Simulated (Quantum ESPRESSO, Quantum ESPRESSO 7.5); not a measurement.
**Work function and surface energy of Sc(0001) against thickness**

Wanted: a thickness series of Sc(0001), driven from Python.

Program: Quantum ESPRESSO 7.5. Level of theory: plane-wave DFT, PBE, GBRV ultrasoft pseudopotentials. Values are calculated unless marked as measured.

**Measured values to reproduce.**

For Sc (polycrystalline sample, no single face), “Anisotropic work function of elemental crystals” (2019, arxiv:1902.07811) quotes earlier work: work function, loosely compared (polycrystalline sample, no single face) 3.5 eV.

Report form: inputs, costs, results and the conclusion, without the logs.

**1. Starting point**

The cell holds 8 atoms: 8 Sc. Cell: a = 3.310 Å, b = 3.310 Å, c = 33.466 Å, α = 90.0°, β = 90.0°, γ = 60.0°. It derives from Sc. Vacuum lies along c.

Coordinates:

```
Sc
1.0
     3.31000    0.00000    0.00000
     1.65500    2.86654    0.00000
     0.00000    0.00000   33.46649
Sc
8
Direct
  0.66667 0.66667 0.22410
  0.00000 0.00000 0.30293
  0.66667 0.66667 0.38176
  0.00000 0.00000 0.46059
  0.66667 0.66667 0.53941
  0.00000 0.00000 0.61824
  0.66667 0.66667 0.69707
  0.00000 0.00000 0.77590
```

**2. The script**

ASE writes the inputs, starts pw.x and reads the results. Under ESM bc1 the zero of energy of a symmetric slab is the vacuum, so the work function is minus the Fermi level.

File run.py:

```python
import json
import numpy as np
from ase.build import hcp0001
from ase.calculators.espresso import Espresso, EspressoProfile

profile = EspressoProfile(command='mpirun -n 4 pw.x -nk 4', pseudo_dir='../pseudo')
pseudopotentials = {'Sc': 'sc_pbe_v1.uspp.F.UPF'}
system = {'ecutwfc': 40, 'ecutrho': 200, 'occupations': 'smearing', 'smearing': 'mv', 'degauss': 0.02}


def calculator(name, kpts, **extra):
    data = dict(control=dict(tprnfor=True, verbosity='high', disk_io='none'),
                system=system | extra,
                electrons=dict(conv_thr=1e-07, mixing_beta=0.4, mixing_mode='local-TF',
                               electron_maxstep=100))
    return Espresso(profile=profile, directory=name, pseudopotentials=pseudopotentials, kpts=kpts, input_data=data)


def centre(atoms):
    z = atoms.positions[:, 2]
    atoms.positions[:, 2] -= (z.max() + z.min()) / 2  # ESM wants the slab about z = 0
    return atoms


rows = []
for n in [2, 4, 6, 8]:
    slab = centre(hcp0001('Sc', size=(1, 1, n), a=3.31, c=5.27614, vacuum=7.5, periodic=True))
    slab.set_initial_magnetic_moments([0.0] * n)
    slab.calc = calculator(f'n{n}', (12, 12, 1), assume_isolated='esm', esm_bc='bc1')
    energy = slab.get_potential_energy()
    work = -slab.calc.get_fermi_level()
    force = slab.get_forces()[-1, 2]
    rows.append([n, energy, work, force])
    print(f'{n} layers: E = {energy:.5f} eV, work function {work:.3f} eV, force on the top atom {force:+.3f} eV/A')

n, energy = np.array(rows)[:, :2].T
slope, offset = np.polyfit(n[1:], energy[1:], 1)
area = np.linalg.norm(np.cross(*slab.cell[:2]))
gamma = offset / (2 * area) * 16.0218
print(f'bulk energy from the slope {slope:.5f} eV an atom; unrelaxed surface energy {gamma:.3f} J/m^2')
json.dump(dict(rows=rows, slope=slope, gamma=gamma), open('result.json', 'w'))
```

Started as:

```
$ OMP_NUM_THREADS=1 python run.py
```

It took 8.9 min on 4 MPI ranks of Arm Neoverse V2, shared host; peak memory 1.1 GiB.

Read from the output:

| Property | Result |
| --- | --- |
| surface energy | 1.283 J/m² |
| work function of the thickest slab | 3.581 eV |

Work function against layers:

```csv
layers,work function (eV)
2.00,3.57
4.00,3.58
6.00,3.58
8.00,3.58
```

Table of force on the top atom along the normal by layers:

```csv
layers,force on the top atom along the normal (eV/Å)
2.00,-0.528
4.00,-0.256
6.00,-0.253
8.00,-0.254
```

Table of energy less the bulk line's slope by layers:

```csv
layers,energy less the bulk line's slope (meV)
2.00,1475
4.00,1520
6.00,1520
8.00,1520
```

**3. Running the series: PBE, SSSP efficiency**

Level of this step: plane-wave DFT, PBE, SSSP efficiency pseudopotentials (Quantum ESPRESSO 7.5).

run.py is the input of step 2 with these lines changed:

```diff
@@ -6,4 +6,4 @@
 profile = EspressoProfile(command='mpirun -n 4 pw.x -nk 4', pseudo_dir='../pseudo')
-pseudopotentials = {'Sc': 'sc_pbe_v1.uspp.F.UPF'}
-system = {'ecutwfc': 40, 'ecutrho': 200, 'occupations': 'smearing', 'smearing': 'mv', 'degauss': 0.02}
+pseudopotentials = {'Sc': 'Sc_ONCV_PBE-1.0.oncvpsp.upf'}
+system = {'ecutwfc': 45, 'ecutrho': 360, 'occupations': 'smearing', 'smearing': 'mv', 'degauss': 0.02}
```

Started as:

```
$ OMP_NUM_THREADS=1 python run.py
```

The job ended after 11 min (4 MPI ranks; peak memory 1.3 GiB).

This step gave:

* surface energy: 1.281 J/m²
* work function of the thickest slab: 3.575 eV

The work function by layers:

```csv
layers,work function (eV)
2.00,3.56
4.00,3.58
6.00,3.58
8.00,3.58
```

Force on the top atom along the normal against layers:

```csv
layers,force on the top atom along the normal (eV/Å)
2.00,-0.535
4.00,-0.257
6.00,-0.255
8.00,-0.254
```

Table of energy less the bulk line's slope by layers:

```csv
layers,energy less the bulk line's slope (meV)
2.00,1471
4.00,1518
6.00,1517
8.00,1518
```

**4. Worked from the printed numbers**

γ = (E_N − N e_bulk)/(2A). The excess of the thickest slab is 1.520 eV and A = 9.488 Å²: 1.520/(2 × 9.488) × 16.02 = 1.28 J/m² (1 eV/Å² = 16.02 J/m²); the fit's intercept gives 1.28.

**5. What came out**

```yaml
work_function_of_the_thickest_slab_pbe_gbrv_ultrasoft: 3.58 eV
unrelaxed_surface_energy_pbe_gbrv_ultrasoft: 1.28 J/m²
work_function_of_the_thickest_slab_pbe_sssp_efficiency: 3.58 eV
unrelaxed_surface_energy_pbe_sssp_efficiency: 1.28 J/m²
```

**Reading.** The thickest slab gives a work function of 3.58 eV and the series an unrelaxed surface energy of 1.28 J/m² (PBE, GBRV ultrasoft). The work function swings by 0.01 eV over 2 to 8 layers and by 0.00 eV over the last step; confined states crossing the Fermi level and the finite mesh both contribute. From 2 layers on it stays within 0.1 eV. The force on the top atom of the thickest slab points inwards (0.25 eV/Å). The slabs are cut from the bulk at the tabulated lattice constant and not relaxed; the surface energy comes from a straight line through the energies of all but the thinnest slab.

Computed beside measured:

| quantity | measured | PBE, GBRV | PBE, SSSP efficiency |
| --- | --- | --- | --- |
| work function, loosely compared (polycrystalline sample, no single face) (eV) | 3.5 | 3.58 (+0.08 eV) | 3.58 (+0.08 eV) |

Measured values from arxiv:1902.07811 (2019).

How well it matches: For the work function of the polycrystal, of the levels listed nearest comes PBE, SSSP efficiency (+0.08 eV) and farthest PBE, GBRV (+0.08 eV). A polycrystal averages over faces, so this is a loose comparison.

[Long decimals in the printed logs are rounded to 6 places.]

[Logs are printed without paths, hosts, clocks, repeated set-up lines and the standing remarks that a program may print on its own settings, such as how far it seeks lower states.]

[Hosts, paths, dates, database ids (printed as entryN), source tags and the programs' standing remarks are cut or masked in the printed files.]

[Maps of the electrostatic potential energy from Ansatz leave out the sawtooth potential of an applied field or a dipole correction, so their vacuum need not be flat; planar profiles and work functions include it.]
